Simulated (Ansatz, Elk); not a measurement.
**Bonding as seen by X-rays: RuS3**

The structure of RuS3 used here is made up (a known structure type with other elements) and was relaxed beforehand with PBE. The aim is the Fourier transform of its all-electron density, F(hkl), set beside the sum over free spherical atoms that refinements use.

Program: Elk 11.2.3 (patched build). Level of theory: DFT, PBE, all-electron APW+lo, Dirac cores, scalar-relativistic bands, static density, no spin. Results are calculated unless marked as measured.

The structure was built from a prototype and need not be the compound's stable phase.

**1. Set-up**

Symmetry: Pm-3m, No. 221, cubic system. Conventional cell: a = 4.642 Å, b = 4.642 Å, c = 4.642 Å, α = 90.00°, β = 90.00°, γ = 90.00°. Nearest to Ru lie 6 S at 2.32 Å. S has 2 Ru at 2.32 Å nearest. Farther neighbours and most contacts between anions are not listed.

**2. Ground state and structure factors**

An all-electron density is needed, since X-rays see the cores too. Task 0 finds the density and task 195 Fourier-transforms it; tshift is off so that phases refer to the origin typed.

Input file elk.in:

```
tasks
  0
  195

xctype
  20

spinpol
  .false.

rgkmax
  7.0

gmaxvr
  14.0

lmaxo
  7

lmaxapw
  8

swidth
  0.002

tshift
  .false.

ramdisk
  .false.

hmaxvr
  5.5

maxscl
  120

epspot
  1e-06

sppath
  './'

avec
  8.77124844807 -0.00000000000 -0.00000000000
  -0.00000000000 8.77124844807 0.00000000000
  -0.00000000000 0.00000000000 8.77124844807

atoms
  2
  'Ru.in'
  1
  0.0000000000 -0.0000000000 0.0000000000   0.000000 0.000000 0.000000
  'S.in'
  3
  0.5000000000 -0.0000000000 0.0000000000   0.000000 0.000000 0.000000
  0.0000000000 0.5000000000 -0.0000000000   0.000000 0.000000 0.000000
  0.0000000000 0.0000000000 0.5000000000   0.000000 0.000000 0.000000

ngridk
  5 5 5
```

On the command line:

```console
$ OMP_NUM_THREADS=4 elk
```

Numbers of over 12 decimals in the logs are rounded to 6 here.

What it wrote:

```text
┌─────────────────────────┐
│ Elk code version 11.2.3 │
└─────────────────────────┘

All units are atomic (Hartree, Bohr, etc.)

┌─────────────────────────────────────────────────┐
│ Ground-state run starting from atomic densities │
└─────────────────────────────────────────────────┘

Lattice vectors :
   8.771248448      -0.000000000      -0.000000000
  -0.000000000       8.771248448       0.000000000
  -0.000000000       0.000000000       8.771248448

Reciprocal lattice vectors :
  0.7163387680       0.000000000       0.000000000
   0.000000000      0.7163387680       0.000000000
   0.000000000       0.000000000      0.7163387680

Unit cell volume      :    674.8142393
Brillouin zone volume :   0.3675829569

Muffin-tin inner radius fraction :   0.1000000000E-01

Nuclei treated as point charges

Species : 1 (Ru)
 parameters loaded from : Ru.in
 name : ruthenium
 nuclear charge    :   -44.00000000
 electronic charge :    44.00000000
 atomic mass :    184239.3393
 muffin-tin radius :    2.348463121
 number of radial points in muffin-tin :   1193
 inner part over the whole radius :   0.9991267090E-02
 number on inner part of muffin-tin    :    847
 approximate nuclear radius :   0.8462081736E-04
 number of mesh points to nuclear radius :    424
 atomic positions (lattice), magnetic fields (Cartesian) :
  1 :   0.00000000  0.00000000  0.00000000    0.00000000  0.00000000  0.00000000

Species : 2 (S)
 parameters loaded from : S.in
 name : sulphur
 nuclear charge    :   -16.00000000
 electronic charge :    16.00000000
 atomic mass :    58450.91931
 muffin-tin radius :    1.987161103
 number of radial points in muffin-tin :    793
 inner part over the whole radius :   0.9815013658E-02
 number on inner part of muffin-tin    :    552
 approximate nuclear radius :   0.6195814986E-04
 number of mesh points to nuclear radius :    252
 atomic positions (lattice), magnetic fields (Cartesian) :
  1 :   0.50000000  0.00000000  0.00000000    0.00000000  0.00000000  0.00000000
  2 :   0.00000000  0.50000000  0.00000000    0.00000000  0.00000000  0.00000000
  3 :   0.00000000  0.00000000  0.50000000    0.00000000  0.00000000  0.00000000

Total number of atoms per unit cell :    4
Total muffin-tin volume :    152.8623161
 ratio of muffin-tin to unit cell volume :   0.2265250304

Spin treatment :
 spin-unpolarised

Number of Bravais lattice symmetries :   48
Number of crystal symmetries         :   48
Crystal has inversion symmetry
Real symmetric eigensolver will be used

k-point grid :      5     5     5
k-point offset :    0.000000000       0.000000000       0.000000000
k-point set is reduced with full crystal symmetry group
Total number of k-points :       10

Muffin-tin radius times maximum |G+k| :    7.000000000
 using average radius
Maximum |G+k| for APW functions       :    3.369456138
Maximum (1/2)|G+k|²                   :    5.676617332
Maximum |G| for potential and density :    14.00000000
Constant for pseudocharge density :    8
 order of it for each species :   15  15
 order of it for pair densities of each species (exact exchange by exxq0 0: 16) :   13   8
Radial integration step length :    1

G-vector grid sizes :     40    40    40
Number of G-vectors :    31343

Maximum angular momentum used for
 APW functions            :    8
 outer part of muffin-tin :    7
 inner part of muffin-tin :    2

Total nuclear charge    :   -92.00000000
Total core charge       :    58.00000000
Total valence charge    :    34.00000000
Total excess charge     :    0.000000000
Total electronic charge :    92.00000000

Effective Wigner radius, rₛ :    1.205320659

Number of empty states         :     16
Total number of valence states :     34
Total number of core states    :     58

Third-order local-orbitals added for an l without core states : T
Total number of local-orbitals :     33

Exchange-correlation functional :     20     0     0
 Perdew-Burke-Ernzerhof, Phys. Rev. Lett. 77, 3865 (1996)
 gradient requirement :    1
[...]
xc potential                :     -243.73976763208
 exchange                    :     -205.65734971233
 correlation                 :     -4.190879
 electron entropic           :    -0.17316884783474E-02
 total energy                :     -5729.7684877177

Density of states at Fermi energy :    130.0778465
 (states/Hartree/unit cell)

Estimated indirect band gap :   0.3449703913E-03
 from k-point 1 to k-point 2
Estimated direct band gap   :   0.6043830877E-02
 at k-point 2

Charges :
 core                        :    58.00000000
 valence                     :    34.00000000
 interstitial                :    9.092359208
 muffin-tins (core leakage)
  species : 1 (Ru)
   atom 1                    :    40.46168219     (  0.1232075419E-07)
  species : 2 (S)
   atom 1                    :    14.14865287     (  0.2865642247E-03)
[...]
total in muffin-tins        :    82.90764079
 total calculated charge     :    91.99868414
 total charge                :    92.00000000
 error                       :   0.1315858471E-02

RMS change in Kohn-Sham potential (target) :   0.5548803517     (  0.1000000000E-05)
Absolute change in total energy (target)   :   0.5046809344     (  0.1000000000E-03)

[... loops 3 to 14 left out ...]

┌──────────────────┐
│ Loop number : 15 │
└──────────────────┘

Energies :
 Fermi                       :     0.113709
 sum of occupied eigenvalues :     -3387.1346488880
 electron kinetic            :      5917.6089467187
 core electron kinetic       :      5747.3057751622
 Coulomb                     :     -11436.355521438
 Coulomb potential           :     -9030.9848101117
 nuclear-nuclear             :     -511.44506727173
 electron-nuclear            :     -12828.218131721
 Hartree                     :      1903.3076775550
 Madelung                    :     -6920.8631163823
 xc potential                :     -273.75878549496
 exchange                    :     -206.39154656769
 correlation                 :     -4.211472
 electron entropic           :    -0.26022086830742E-02
 total energy                :     -5729.3521956772

Density of states at Fermi energy :    194.3194930
 (states/Hartree/unit cell)

Estimated indirect band gap :   0.3070812494E-02
 from k-point 4 to k-point 6
Estimated direct band gap   :   0.1108168841E-01
 at k-point 5

Charges :
 core                        :    58.00000000
 valence                     :    34.00000000
 interstitial                :    8.460312485
 muffin-tins (core leakage)
  species : 1 (Ru)
[...]
species : 2 (S)
[...]
total in muffin-tins        :    83.53968751
 total calculated charge     :    91.99842443
 total charge                :    92.00000000
 error                       :   0.1575566915E-02

RMS change in Kohn-Sham potential (target) :   0.2831479208E-06 (  0.1000000000E-05)
Absolute change in total energy (target)   :   0.1357460860E-05 (  0.1000000000E-03)

Convergence targets achieved

┌──────────────────┐
│ Loop number : 16 │
└──────────────────┘

Energies :
 Fermi                       :     0.113709
 sum of occupied eigenvalues :     -3387.1346514108
 electron kinetic            :      5917.6089518386
 core electron kinetic       :      5747.3057771137
 Coulomb                     :     -11436.355530598
 Coulomb potential           :     -9030.9847940042
 nuclear-nuclear             :     -511.44506727173
 electron-nuclear            :     -12828.218166229
 Hartree                     :      1903.3077029033
 Madelung                    :     -6920.8631335955
 xc potential                :     -273.75880924522
 exchange                    :     -206.39154710867
 correlation                 :     -4.211472
 electron entropic           :    -0.26022080988324E-02
 total energy                :     -5729.3522002786

Density of states at Fermi energy :    194.3195260
 (states/Hartree/unit cell)

Estimated indirect band gap :   0.3070808961E-02
 from k-point 4 to k-point 6
Estimated direct band gap   :   0.1108170264E-01
 at k-point 5

Charges :
 core                        :    58.00000000
 valence                     :    34.00000000
 interstitial                :    8.460311964
 muffin-tins (core leakage)
  species : 1 (Ru)
[...]
species : 2 (S)
   atom 1                    :    13.78296226     (  0.2864443078E-03)
   atom 2                    :    13.78296226     (  0.2864443078E-03)
   atom 3                    :    13.78296226     (  0.2864443078E-03)
 total in muffin-tins        :    83.53968804
 total calculated charge     :    91.99842443
 total charge                :    92.00000000
 error                       :   0.1575567024E-02

┌──────────────────────────────┐
│ Self-consistent loop stopped │
└──────────────────────────────┘

Warning : core states of species 2 leak from the muffin-tin :   0.2864443078E-03

Wrote STATE.OUT
```

It took 15 s on 4 threads of Arm Neoverse V2, shared host; peak memory 0.16 GiB; 30 s of CPU time.

SFACRHO.OUT:

```text

h k l indices transformed by vhmat matrix:
   1.000000000       0.000000000       0.000000000    
   0.000000000       1.000000000       0.000000000    
   0.000000000       0.000000000       1.000000000    

      h      k      l  multipl.   |H|            Re(F)            Im(F)           |F|

      0      0      0      1   0.0000000       91.999999     -0.14973360E-16   91.999999    
      0     -1      0      6  0.71633877       54.275433     -0.13990032E-14   54.275433    
     -1      0      1     12   1.0130560       25.055072      0.12876902E-15   25.055072    
      1      1      1      8   1.2407351      0.99276054      0.36011926E-14  0.99276054    
      0      0     -2      6   1.4326775       66.219231      0.24617125E-14   66.219231    
     -1      0     -2     24   1.6017822       42.722000      0.11731374E-14   42.722000    
     -1      1     -2     24   1.7546645       21.731021      0.22783533E-14   21.731021    
      2      2      0     12   2.0261120       56.445322     -0.43986611E-14   56.445322    
      2     -2      1     24   2.1490163       37.434897      0.10595027E-14   37.434897    
      0      0      3      6   2.1490163       37.666998      0.29108866E-14   37.666998    
     -3      1      0     24   2.2652621       19.676084     -0.21018562E-14   19.676084    
     -1     -1     -3     24   2.3758269       2.5975874     -0.51149853E-14   2.5975874    
      2     -2     -2      8   2.4814703       51.109984      0.19781396E-14   51.109984    
     -2     -3      0     24   2.5827962       34.226943     -0.97715442E-15   34.226943    
     -2      1      3     48   2.6802942       17.931290      0.58367047E-14   17.931290    
      4      0      0      6   2.8653551       47.496107     -0.36848902E-14   47.496107    
      3      2     -2     24   2.9535404       31.859200      0.27547037E-14   31.859200    
     -4      0     -1     24   2.9535404       31.827491      0.27630368E-14   31.827491
```

Elk indexes on the primitive cell of elk.in and gives |H| = 4π sin θ/λ in inverse bohr. Below, one row stands for each form hkl of the conventional cell (m members, Friedel mates merged), F is for one primitive cell and the density is static (no thermal factor). Free-atom factors are Waasmaier and Kirfel's, and R is Σm||F|−|F'||/Σm|F|.

```tsv
hkl	m	sin θ/λ (Å⁻¹)	abs F, DFT	neutral atoms	diff.
100	6	0.108	54.275	54.290	-0.015
110	12	0.152	25.055	25.317	-0.262
111	8	0.187	0.993	1.414	-0.421
200	6	0.215	66.219	66.353	-0.134
210	24	0.241	42.722	42.957	-0.235
211	24	0.264	21.731	21.984	-0.253
220	12	0.305	56.445	56.554	-0.109
221	24	0.323	37.435	37.520	-0.085
300	6	0.323	37.667	37.520	+0.147
310	24	0.341	19.676	19.572	+0.105
311	24	0.357	2.598	2.496	+0.102
222	8	0.373	51.110	51.103	+0.007
320	24	0.388	34.227	34.135	+0.092
321	48	0.403	17.931	17.812	+0.119
400	6	0.431	47.496	47.439	+0.057
322	24	0.444	31.859	31.747	+0.112
410	24	0.444	31.828	31.747	+0.081
411	24	0.457	16.639	16.526	+0.113
330	12	0.457	16.669	16.526	+0.143
331	24	0.470	1.921	1.742	+0.180
420	24	0.482	44.711	44.668	+0.043
421	48	0.494	30.006	29.926	+0.080
```

**3. The highest occupied states alone**

An energy window below the Fermi level keeps the highest occupied states, to see at which angles they scatter; shallow core shells can lie inside it and anion s states outside. No new self-consistency is needed.

elk.in, as its differences from that of step 2:

```diff
@@ -1,3 +1,2 @@
 tasks
-  0
   195
@@ -40,2 +39,5 @@
 
+wsfac
+  -0.437530 0.413710
+
 sppath
```

On the command line:

```console
$ OMP_NUM_THREADS=4 elk
```

What it wrote:

```text
┌─────────────────────────────────┐
│ Elk code version 11.2.3 started │
└─────────────────────────────────┘

Info(readinput): the functional depends on the density's gradient
 muffin-tin radial points multiplied by    2.00000
 (not where nrmtscf is given)

┌────────────────────┐
│ Current task : 195 │
└────────────────────┘
Info(checkmt): changed muffin-tin radius of species 1 (Ru) from   2.6000 to   2.3485
Info(checkmt): changed muffin-tin radius of species 2 (S) from   2.2000 to   1.9872

Info(sfacrho): density structure factors written to SFACRHO.OUT

 Energy window :  -0.4375300000      0.4137100000

┌──────────────────┐
│ Elk code stopped │
└──────────────────┘
```

It took 7.2 s on 4 threads; peak memory 0.16 GiB; 8.3 s of CPU time.

States within 15 eV below the Fermi level hold 26.00 electrons; any levels below the window count with the cores. Their amplitudes can exceed the total, where window and core parts have opposite phase:

```tsv
hkl	sin θ/λ (Å⁻¹)	abs F, window	abs F, all
100	0.108	9.642	54.275
110	0.152	1.002	25.055
111	0.187	3.228	0.993
200	0.215	6.410	66.219
210	0.241	2.594	42.722
211	0.264	0.603	21.731
220	0.305	1.470	56.445
221	0.323	0.709	37.435
300	0.323	0.928	37.667
310	0.341	0.587	19.676
```

**4. Another functional**

The difference from free atoms is small, so it is set against the change that PBEsol makes.

elk.in, as its differences from that of step 3:

```diff
@@ -1,2 +1,3 @@
 tasks
+  0
   195
@@ -4,3 +5,3 @@
 xctype
-  20
+  22
 
@@ -39,5 +40,2 @@
 
-wsfac
-  -0.437530 0.413710
-
 sppath
```

On the command line:

```console
$ OMP_NUM_THREADS=4 elk
```

What it wrote:

```text
┌─────────────────────────┐
│ Elk code version 11.2.3 │
└─────────────────────────┘

All units are atomic (Hartree, Bohr, etc.)

┌─────────────────────────────────────────────────┐
│ Ground-state run starting from atomic densities │
└─────────────────────────────────────────────────┘

Lattice vectors :
   8.771248448      -0.000000000      -0.000000000
  -0.000000000       8.771248448       0.000000000
  -0.000000000       0.000000000       8.771248448

Reciprocal lattice vectors :
  0.7163387680       0.000000000       0.000000000
[...]
muffin-tins (core leakage)
  species : 1 (Ru)
[...]
species : 2 (S)
[...]
atom 2                    :    13.76417463     (  0.2884648009E-03)
   atom 3                    :    13.76417463     (  0.2884648009E-03)
 total in muffin-tins        :    83.49098613
 total calculated charge     :    91.99841397
 total charge                :    92.00000000
 error                       :   0.1586028834E-02

┌──────────────────────────────┐
│ Self-consistent loop stopped │
└──────────────────────────────┘

Warning : core states of species 2 leak from the muffin-tin :   0.2884648009E-03

Wrote STATE.OUT
[key lines of the parts left out:]
total energy                :     -5725.1752619360
```

Run time: 15 s. Hardware: 4 threads; peak memory 0.16 GiB; 30 s of CPU time.

Against the first run R = 0.04 %; the largest change is -0.042 at 200.

**5. Basis size**

A smaller basis shows how fast F responds to it; the change is likely larger than the basis error of the first run, but doesn't show convergence.

elk.in, as its differences from that of step 4:

```diff
@@ -5,3 +5,3 @@
 xctype
-  22
+  20
 
@@ -11,3 +11,3 @@
 rgkmax
-  7.0
+  5.5
```

On the command line:

```console
$ OMP_NUM_THREADS=4 elk
```

What it wrote:

```text
┌─────────────────────────┐
│ Elk code version 11.2.3 │
└─────────────────────────┘

All units are atomic (Hartree, Bohr, etc.)

┌─────────────────────────────────────────────────┐
│ Ground-state run starting from atomic densities │
└─────────────────────────────────────────────────┘

Lattice vectors :
   8.771248448      -0.000000000      -0.000000000
  -0.000000000       8.771248448       0.000000000
  -0.000000000       0.000000000       8.771248448

Reciprocal lattice vectors :
  0.7163387680       0.000000000       0.000000000
[...]
muffin-tins (core leakage)
  species : 1 (Ru)
[...]
species : 2 (S)
[...]
atom 2                    :    13.75688449     (  0.2852171102E-03)
   atom 3                    :    13.75688449     (  0.2852171102E-03)
 total in muffin-tins        :    83.39795070
 total calculated charge     :    91.99897252
 total charge                :    92.00000000
 error                       :   0.1027476775E-02

┌──────────────────────────────┐
│ Self-consistent loop stopped │
└──────────────────────────────┘

Warning : core states of species 2 leak from the muffin-tin :   0.2852171102E-03

Wrote STATE.OUT
[key lines of the parts left out:]
total energy                :     -5729.2784678177
```

Wall time 13 s (4 threads); peak memory 0.16 GiB; 22 s of CPU time.

Against the first run R = 0.05 %; the largest change is -0.055 at 200.

**6. A coarser k-mesh**

About half the k-points along each axis test the sampling.

elk.in, as its differences from that of step 5:

```diff
@@ -11,3 +11,3 @@
 rgkmax
-  5.5
+  7.0
 
@@ -60,2 +60,2 @@
 ngridk
-  5 5 5
+  2 2 2
```

On the command line:

```console
$ OMP_NUM_THREADS=4 elk
```

What it wrote:

```text
┌─────────────────────────┐
│ Elk code version 11.2.3 │
└─────────────────────────┘

All units are atomic (Hartree, Bohr, etc.)

┌─────────────────────────────────────────────────┐
│ Ground-state run starting from atomic densities │
└─────────────────────────────────────────────────┘

Lattice vectors :
   8.771248448      -0.000000000      -0.000000000
  -0.000000000       8.771248448       0.000000000
  -0.000000000       0.000000000       8.771248448

Reciprocal lattice vectors :
  0.7163387680       0.000000000       0.000000000
[...]
muffin-tins (core leakage)
  species : 1 (Ru)
[...]
species : 2 (S)
[...]
atom 2                    :    13.78503178     (  0.2863646886E-03)
   atom 3                    :    13.78503178     (  0.2863646886E-03)
 total in muffin-tins        :    83.52512831
 total calculated charge     :    91.99823234
 total charge                :    92.00000000
 error                       :   0.1767656917E-02

┌──────────────────────────────┐
│ Self-consistent loop stopped │
└──────────────────────────────┘

Warning : core states of species 2 leak from the muffin-tin :   0.2863646886E-03

Wrote STATE.OUT
[key lines of the parts left out:]
total energy                :     -5729.3541371480
```

Elapsed: 13 s, on 4 threads; peak memory 0.16 GiB; 21 s of CPU time.

Against the first run R = 0.12 %; the largest change is +0.205 at 300.

**7. Settings against the effect**

```tsv
run	R against the first run (%)	R against neutral atoms, low angle (%)	wall time
PBE, rgkmax 7	0.00	0.74	15 s
PBEsol	0.04	0.76	15 s
rgkmax 5.5	0.05	0.79	13 s
k-mesh 2×2×2	0.12	0.85	13 s
```

**8. What came out**

| Property | Result |
| --- | --- |
| R against neutral atoms, sin θ/λ < 0.3 Å⁻¹ | 0.74 % |
| R against neutral atoms, 0.3 to 0.82 Å⁻¹ | 0.25 % |

Independent neutral atoms miss the calculated amplitudes by R = 0.74 % below 0.3 Å⁻¹ and 0.25 % from there to 0.82 Å⁻¹; by shells, 0.03 % below 0.15 Å⁻¹ (1 form), 0.84 % 0.15 to 0.3 (5 forms), 0.35 % 0.3 to 0.45 (11 forms), 0.22 % above 0.45 (55 forms). Bonding, aspherical density and the tables' own atoms all enter these figures, and the runs don't part them. The largest change of an amplitude is -0.42 electrons, at 111. Weak lines can change much in proportion: 111 goes from 1.41 to 0.99. The window's part falls from 26.0 electrons at the origin to at most 0.48 between 0.45 and 0.82 Å⁻¹. Below 0.3 Å⁻¹ the changes that finished (PBEsol, rgkmax 5.5 and k-mesh 2×2×2) move F by R = 0.14 % at most, against the 0.74 % that separates it from free atoms. A single amplitude moves by up to 0.20 electrons, against 0.42 for the largest difference from free atoms. These runs have no spin, though d or f shells may be open. Part of the difference isn't bonding: the tables are fits to free atoms and ions calculated by other methods than this functional. Thermal motion, anomalous dispersion and extinction are left out.

[Logs are printed without paths, hosts, clocks, repeated set-up lines and the standing remarks that a program may print on its own settings, such as how far it seeks lower states.]

[Hosts, paths, dates, database ids (printed as entryN), source tags and the programs' standing remarks are cut or masked in the printed files.]
